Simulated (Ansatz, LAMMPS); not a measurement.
## A frame of liquid K2Si2O5 from 1350 K (126 atoms): geometry optimisation

Aim: bring a frame of liquid K2Si2O5 from 1350 K (126 atoms) to a nearby minimum of the energy and see what moves.

Calculated with Ansatz 0.2.0; Kohn-Sham DFT, PBE, PAW (set soft_2), plane waves.

## 1. The starting structure

The cell holds 126 atoms: 28 K, 70 O and 28 Si. Cell: a = 13.179 Å, b = 13.179 Å, c = 13.179 Å, α = 90.0°, β = 90.0°, γ = 90.0°. 126 atoms (28 K, 70 O, 28 Si) placed at random at 2.18 g/cm³, melted at 4500 K for 20 ps at fixed volume with the Morse and Coulomb pair potential with partial charges (Pedone, Malavasi, Menziani, Cormack and Segre, J. Phys. Chem. B 110, 11780 (2006)). Snapshot at the end of a hold of 20 ps at 1350 K and fixed volume.

What the set-up can't give: The network of bonds at the start is that of the classical potential that made the cell. Sampling is at Γ alone, for a cell whose shortest periodic width is 13 Å.

## 2. Single point at the start

The forces at the start show how far the geometry lies from a minimum of this functional.

File input.yaml:

```yaml
crystal:
  lattice:
    - [13.1792, 0.0, 0.0]
    - [0.0, 13.1792, 0.0]
    - [0.0, 0.0, 13.1792]
  atoms:
    - { symbol: K, position: [0.60249, 0.53877, 0.99091] }
    - { symbol: K, position: [0.71191, 0.8648, 0.28764] }
    - { symbol: K, position: [0.46724, 0.99981, 0.89139] }
    - { symbol: K, position: [0.0787, 0.29348, 0.0482] }
    [... 116 atom lines left out ...]
    - { symbol: Si, position: [0.97028, 0.2912, 0.31759] }
    - { symbol: Si, position: [0.13954, 0.14163, 0.26962] }
    - { symbol: Si, position: [0.47592, 0.04299, 0.45044] }
    - { symbol: Si, position: [0.21003, 0.87277, 0.50499] }
    - { symbol: Si, position: [0.1823, 0.28747, 0.60913] }
    - { symbol: Si, position: [0.08664, 0.59858, 0.36753] }
kpoints:
  mp_grid: { grid: [1, 1, 1] }
hamiltonian:
  xc: pbe
scf:
  occupations: { method: fermi_dirac, width: 0.116 }
output:
  forces: true
  stress: true
  populations: intrinsic
  dos:
    method: { smearing: { sigma: 0.1 } }
    de: 0.1
    projected: { site_lists: { K: [K], O: [O], Si: [Si] } }
  eigenvalues: true
```

The run is started by

```sh
$ ansatz run input.yaml --threads 4 --pin off --max-ram 8192MiB --backend cpu --events-out ev --progress --plain --runs-dir out
```

Run time: 30 s. Hardware: 4 threads of Intel Xeon 6975P-C (Granite Rapids), shared host; peak memory 3.3 GiB; 1.9 min of CPU time.

Numbers from this run:

```
free energy                                      : -100676.9972 eV
free energy per atom                             : -799.0238 eV/atom
SCF cycles                                       : 11
pressure                                         : 2.621 GPa
r.m.s. force component                           : 2.399 eV/Å
longest force                                    : 14.61 eV/Å
Fermi energy                                     : 4.897 eV
gap (highest filled to lowest empty level) : 1.202 eV
```

The r.m.s. force component of 2.4 eV/Å and the pressure of 2.6 GPa set the starting point.

Length of the force by element:

| element | coordination | atoms | mean length of the force (eV/Å) | spread | least | most |
| --- | --- | --- | --- | --- | --- | --- |
| K | all | 28 | 1.04 | 0.575 | 0.319 | 2.30 |
| O | all | 70 | 3.13 | 2.40 | 0.542 | 12.8 |
| Si | all | 28 | 5.39 | 2.89 | 0.347 | 14.6 |

## 3. Relaxation

With the cell held, the atoms are moved downhill towards a nearby minimum.

input.yaml, the sections that differ from step 2:

```yaml
output:
  forces: true
relax:
  f_tol: 0.03
  max_steps: 200
# crystal, kpoints, hamiltonian, scf: as in step 2
```

Wall time 10 min (4 threads); peak memory 3.2 GiB.

The steps of the relaxation (22 of 59):

| step | energy less that of the first step (eV) | largest force component (eV/Å) |
| --- | --- | --- |
| 1 | 0.0000 | 11.4399 |
| 4 | -27.0569 | 0.7398 |
| 7 | -31.0520 | 0.5078 |
| 9 | -32.5889 | 0.3425 |
| 12 | -34.0760 | 0.2924 |
| 15 | -35.0744 | 0.2154 |
| 18 | -35.7969 | 0.1267 |
| 20 | -36.1295 | 0.1519 |
| 23 | -36.4774 | 0.2173 |
| 26 | -36.8782 | 0.2130 |
| 29 | -37.2339 | 0.3016 |
| 31 | -37.4164 | 0.2876 |
| 34 | -37.6441 | 0.1950 |
| 37 | -37.7927 | 0.2570 |
| 40 | -37.9020 | 0.2652 |
| 42 | -38.0194 | 0.2232 |
| 45 | -38.1515 | 0.3070 |
| 48 | -38.2130 | 0.2128 |
| 51 | -38.2651 | 0.1004 |
| 53 | -38.2820 | 0.0478 |
| 56 | -38.2583 | 0.1717 |
| 59 | -38.2940 | 0.0158 |

Relaxation steps 48, 56 were tried and not accepted.

The atoms that moved most (Å):

| atom | dx | dy | dz | length |
| --- | --- | --- | --- | --- |
| K17 | 0.742 | -1.431 | -2.844 | 3.269 |
| K18 | -1.517 | 2.486 | 0.504 | 2.956 |
| K28 | 0.815 | -2.626 | -0.188 | 2.756 |
| K9 | -0.611 | 1.964 | 0.059 | 2.057 |
| O86 | -0.169 | -0.680 | -1.922 | 2.045 |
| K10 | -0.873 | 1.069 | -1.431 | 1.988 |
| K13 | -1.924 | 0.358 | -0.150 | 1.962 |
| K11 | -1.352 | 1.160 | 0.797 | 1.951 |

The relaxation changed the energy by -304 meV/atom, and atoms moved by 1.0 Å r.m.s., 3.3 Å at most.

## 4. Structure statistics after relaxation

Bonds before and after, by the cutoffs listed below:

| pair | bonds before | bonds after | mean before (Å) | mean after (Å) | spread before (Å) | spread after (Å) |
| --- | --- | --- | --- | --- | --- | --- |
| O-Si | 112 | 112 | 1.642 | 1.647 | 0.094 | 0.042 |

Density 2.18 g/cm³, 18.17 Å³ an atom.

Pair distribution functions g(r), in bins of 0.2 Å:

| r (Å) | total | O-O | O-K | O-Si | K-K | K-Si | Si-Si |
| --- | --- | --- | --- | --- | --- | --- | --- |
| 1.50 | 0.65 | 0.00 | 0.00 | 2.62 | 0.00 | 0.00 | 0.00 |
| 1.70 | 4.11 | 0.00 | 0.00 | 16.66 | 0.00 | 0.00 | 0.00 |
| 1.90 | 0.00 | 0.00 | 0.00 | 0.00 | 0.00 | 0.00 | 0.00 |
| 2.10 | 0.00 | 0.00 | 0.00 | 0.00 | 0.00 | 0.00 | 0.00 |
| 2.30 | 0.00 | 0.00 | 0.00 | 0.00 | 0.00 | 0.00 | 0.00 |
| 2.50 | 0.60 | 0.84 | 1.36 | 0.00 | 0.00 | 0.00 | 0.00 |
| 2.70 | 3.21 | 7.79 | 3.25 | 0.00 | 0.00 | 0.00 | 0.00 |
| 2.90 | 0.61 | 0.05 | 2.15 | 0.00 | 0.00 | 0.00 | 1.32 |
| 3.10 | 0.70 | 0.20 | 1.22 | 0.05 | 0.46 | 0.48 | 5.12 |
| 3.30 | 0.81 | 0.30 | 0.80 | 0.39 | 0.20 | 2.45 | 3.53 |
| 3.50 | 0.91 | 0.39 | 0.79 | 0.94 | 1.34 | 3.04 | 0.00 |
| 3.70 | 1.12 | 0.80 | 0.54 | 1.57 | 1.73 | 2.73 | 0.00 |
| 3.90 | 1.15 | 0.85 | 0.82 | 1.46 | 2.75 | 1.83 | 0.00 |
| 4.10 | 1.15 | 0.68 | 0.72 | 2.20 | 1.80 | 1.11 | 0.41 |
| 4.30 | 1.10 | 0.86 | 0.92 | 1.77 | 1.25 | 0.88 | 0.50 |
| 4.50 | 0.76 | 0.93 | 0.76 | 0.59 | 1.16 | 0.40 | 0.79 |
| 4.70 | 0.91 | 1.11 | 1.11 | 0.56 | 1.25 | 0.54 | 0.83 |
| 4.90 | 1.06 | 1.21 | 1.41 | 0.64 | 0.78 | 0.63 | 1.68 |
| 5.10 | 1.29 | 2.06 | 1.36 | 0.80 | 0.71 | 0.36 | 1.06 |
| 5.30 | 0.79 | 0.89 | 0.90 | 0.65 | 0.83 | 0.29 | 1.32 |
| 5.50 | 0.77 | 0.75 | 0.68 | 0.89 | 0.84 | 0.68 | 0.92 |
| 5.70 | 0.90 | 0.76 | 0.87 | 1.06 | 1.29 | 0.75 | 1.00 |
| 5.90 | 0.94 | 0.80 | 0.83 | 1.00 | 0.80 | 1.40 | 1.33 |
| 6.10 | 0.96 | 0.89 | 0.99 | 1.10 | 0.76 | 0.99 | 0.69 |
| 6.30 | 1.08 | 0.95 | 1.10 | 1.28 | 0.58 | 1.44 | 0.52 |
| 6.50 | 1.01 | 0.94 | 1.02 | 1.00 | 0.66 | 1.52 | 0.72 |

Bonds by pair of elements; cutoffs follow the first minimum of g(r), held within bounds set by covalent radii, and pairs that aren't listed don't count as bonded:

| pair A-B | cutoff (Å) | bonds | mean length (Å) | spread (Å) | shortest (Å) | B about A | A about B |
| --- | --- | --- | --- | --- | --- | --- | --- |
| O-K | 3.27 | 140 | 2.83 | 0.201 | 2.47 | 2 | 5 |
| O-Si | 2.12 | 112 | 1.65 | 0.042 | 1.56 | 1.6 | 4 |

The cutoff for O-K falls short of the minimum of g(r), so counts run low and odd coordinations can be artefacts.

How many atoms have how many bonded neighbours:

| element | mean | 2 | 3 | 4 | 5 | 6 | 7 |
| --- | --- | --- | --- | --- | --- | --- | --- |
| K | 5 | 0 | 1 | 8 | 10 | 8 | 1 |
| O | 3.6 | 7 | 25 | 27 | 11 | 0 | 0 |
| Si | 4 | 0 | 0 | 28 | 0 | 0 | 0 |

Bond angles (no mean is given where the spread exceeds 20°):

| angle | count | mean (°) | spread (°) |
| --- | --- | --- | --- |
| O-K-O | 292 | - | - |
| K-O-Si | 193 | 105 | 18.7 |
| O-Si-O | 168 | 109 | 4.6 |
| K-O-K | 119 | - | - |
| Si-O-Si | 42 | 143 | 12.4 |

Oxygen atoms by the number of network formers (Si, P, Ge, B, Al, As, Ga) bound to them:

| network formers bound to O | O atoms | per cent |
| --- | --- | --- |
| 0 | 0 | 0 |
| 1 | 28 | 40 |
| 2 | 42 | 60 |

Network units: each former by its oxygen neighbours and how many of them bridge to another former:

| former | O neighbours | bridging O | atoms |
| --- | --- | --- | --- |
| Si | 4 | 1 | 1 |
| Si | 4 | 2 | 6 |
| Si | 4 | 3 | 13 |
| Si | 4 | 4 | 8 |

Bond length by coordination (bonds to H left out):

| element | coordination | atoms | mean bond length (Å) |
| --- | --- | --- | --- |
| K | 3 | 1 | 2.60 |
| K | 4 | 8 | 2.73 |
| K | 5 | 10 | 2.83 |
| K | 6 | 8 | 2.89 |
| K | 7 | 1 | 2.97 |
| O | 2 | 7 | 1.64 |
| O | 3 | 25 | 2.13 |
| O | 4 | 27 | 2.39 |
| O | 5 | 11 | 2.54 |

Rings of the network by King's shortest-path rule, up to 12 atoms, one path for each pair of neighbours; H, halogens, alkali and alkaline-earth atoms are left out, and the last column divides by all other atoms, bonded or not:

| ring size (atoms) | rings | per network atom |
| --- | --- | --- |
| 8 | 4 | 0.041 |
| 10 | 4 | 0.041 |
| 12 | 2 | 0.02 |

First main peaks of g(r), for some of the pairs, lie near 2.7 Å (O-O), 2.7 Å (O-K), 1.6 Å (O-Si), 3.9 Å (K-K), 3.6 Å (K-Si) and 3.1 Å (Si-Si). 60 % of the oxygens bridge two formers (Si) and 40 % are non-bridging. The commonest Si unit has 4 oxygens, 3 of them shared with other formers (13 of 28 atoms). Rings of 8 and 10 atoms are the most common (40 % each of those counted); sizes run from 8 to 12, where the search stops.

## 5. Single point at the relaxed geometry

One more single point at the end of the walk gives the fuller output and checks the residual forces.

File input.yaml:

```yaml
crystal:
  lattice:
    - [13.1792, 0.0, 0.0]
    - [0.0, 13.1792, 0.0]
    - [0.0, 0.0, 13.1792]
  atoms:
    - { symbol: K, position: [0.68875, 0.55429, 0.06893] }
    - { symbol: K, position: [0.70925, 0.90018, 0.36671] }
    - { symbol: K, position: [0.54089, 0.02915, 0.93691] }
    - { symbol: K, position: [0.02171, 0.25509, 0.01432] }
    [... 116 atom lines left out ...]
    - { symbol: Si, position: [0.95894, 0.30743, 0.31789] }
    - { symbol: Si, position: [0.12591, 0.15478, 0.24173] }
    - { symbol: Si, position: [0.47903, 0.07115, 0.49913] }
    - { symbol: Si, position: [0.1911, 0.87964, 0.4636] }
    - { symbol: Si, position: [0.19242, 0.28093, 0.60009] }
    - { symbol: Si, position: [0.09201, 0.58865, 0.35374] }
kpoints:
  mp_grid: { grid: [1, 1, 1] }
hamiltonian:
  xc: pbe
scf:
  occupations: { method: fermi_dirac, width: 0.116 }
output:
  forces: true
  stress: true
  populations: true
  dos:
    method: { smearing: { sigma: 0.1 } }
    de: 0.1
    projected: { site_lists: { K: [K], O: [O], Si: [Si] } }
  eigenvalues: true
  write_density: true
  write_potential: true
  volumetric_format: npy
  elf: true
```

Run time: 23 s. Hardware: 4 threads; peak memory 3.3 GiB; 86 s of CPU time.

The program notes that the exchange-correlation potential is rough where the density is thin.

The run gave:

| Property | Result |
| --- | --- |
| free energy | -100715.2912 eV |
| free energy per atom | -799.3277 eV/atom |
| SCF cycles | 10 |
| pressure | -0.06906 GPa |
| r.m.s. force component | 0.00356 eV/Å |
| longest force | 0.01837 eV/Å |
| Fermi energy | 4.744 eV |
| gap (highest filled to lowest empty level) | 2.617 eV |
| spilling of the projection | 0.0106 |

Löwdin charges by element (they lack the spilled electrons, 0.066 e an atom on average):

| element | coordination | atoms | mean charge (e) | spread | least | most |
| --- | --- | --- | --- | --- | --- | --- |
| K | all | 28 | 0.868 | 0.0109 | 0.850 | 0.888 |
| O | all | 70 | -0.885 | 0.0844 | -1.04 | -0.790 |
| Si | all | 28 | 1.64 | 0.07 | 1.48 | 1.75 |

States in the cell by windows of 1 eV, zero at the Fermi level; the larger projections on atomic orbitals stand beside the total:

| from (eV) | to (eV) | total | O p | Si p | K s |
| --- | --- | --- | --- | --- | --- |
| -10 | -9 | 18.8 | 13.3 | 2.5 | 0.0 |
| -9 | -8 | 28.1 | 21.2 | 5.0 | 0.0 |
| -8 | -7 | 14.9 | 11.6 | 2.6 | 0.0 |
| -7 | -6 | 36.0 | 29.3 | 3.5 | 0.2 |
| -6 | -5 | 69.2 | 58.9 | 4.6 | 0.4 |
| -5 | -4 | 77.7 | 70.1 | 2.9 | 0.7 |
| -4 | -3 | 54.6 | 50.2 | 1.5 | 0.8 |
| -3 | -2 | 82.1 | 76.4 | 2.4 | 0.6 |
| -2 | -1 | 15.1 | 14.5 | 0.1 | 0.1 |
| -1 | 1 | 0.0 | 0.0 | 0.0 | 0.0 |
| 1 | 2 | 2.3 | 0.0 | 0.0 | 1.8 |
| 2 | 3 | 12.9 | 0.8 | 0.3 | 8.6 |
| 3 | 4 | 22.3 | 1.4 | 1.6 | 10.9 |
| 4 | 5 | 46.1 | 2.8 | 7.5 | 8.0 |

Between -26 and -10 eV lie 331 more states.

The stored curve holds about 728 of the 784 electrons; the rest, give or take the few that broadening carries across the Fermi level, lie in deeper levels below its range.

The levels nearest the highest filled one (over half full), pooled over k-points and spins:

| level less the highest filled one (eV) | occupation |
| --- | --- |
| -0.551 | 2 |
| -0.456 | 2 |
| -0.446 | 2 |
| -0.361 | 2 |
| -0.208 | 2 |
| 0 | 2 |
| 2.62 | 0 |
| 3.36 | 0 |
| 3.55 | 0 |
| 3.86 | 0 |
| 3.90 | 0 |
| 4.00 | 0 |

Mean Löwdin charges: K +0.87, O -0.89, Si +1.64 e (they miss 1.1 % of the electrons, so they add up to more than the cell's charge). The largest share in the top eV of filled states is O p (98 % of the projected weight), and in the lowest eV of empty states K s (83 % of the projected weight).

## 6. Results

* energy change in the relaxation: -303.9 meV/atom
* r.m.s. displacement: 1.043 Å
* largest displacement: 3.269 Å
* free energy per atom: -799.3277 eV/atom
* pressure: -0.06906 GPa
* r.m.s. force component: 0.00356 eV/Å
* gap (highest filled to lowest empty level): 2.617 eV
* wall time of the 3 DFT runs: 11 min

**Reading.** Relaxation lowers the energy by 304 meV/atom and moves atoms by 1.0 Å r.m.s.; the r.m.s. force component goes from 2.4 to 0.0036 eV/Å, the pressure goes from 2.6 to -0.069 GPa, and the gap from 1.20 to 2.62 eV. First to last step the energy falls by 38.294 eV; the largest move, 3.27 Å, is that of K17. The O-Si bonds go from 1.642 Å (spread 0.094) to 1.647 Å (spread 0.042). 60 % of the oxygens bridge two formers (Si) and 40 % are non-bridging. Between filled and empty levels lie 2.62 eV (at Γ alone); a semilocal functional tends to put such gaps too low. In a disordered cell it changes from sample to sample and from frame to frame.

Caveats: The network of bonds at the start is that of the classical potential that made the cell; in DFT atoms moved by 1.0 Å r.m.s.

[Logs are printed without paths, hosts, clocks, repeated set-up lines and the standing remarks that a program may print on its own settings, such as how far it seeks lower states.]

[Hosts, paths, dates, database ids (printed as entryN), source tags and the programs' standing remarks are cut or masked in the printed files.]
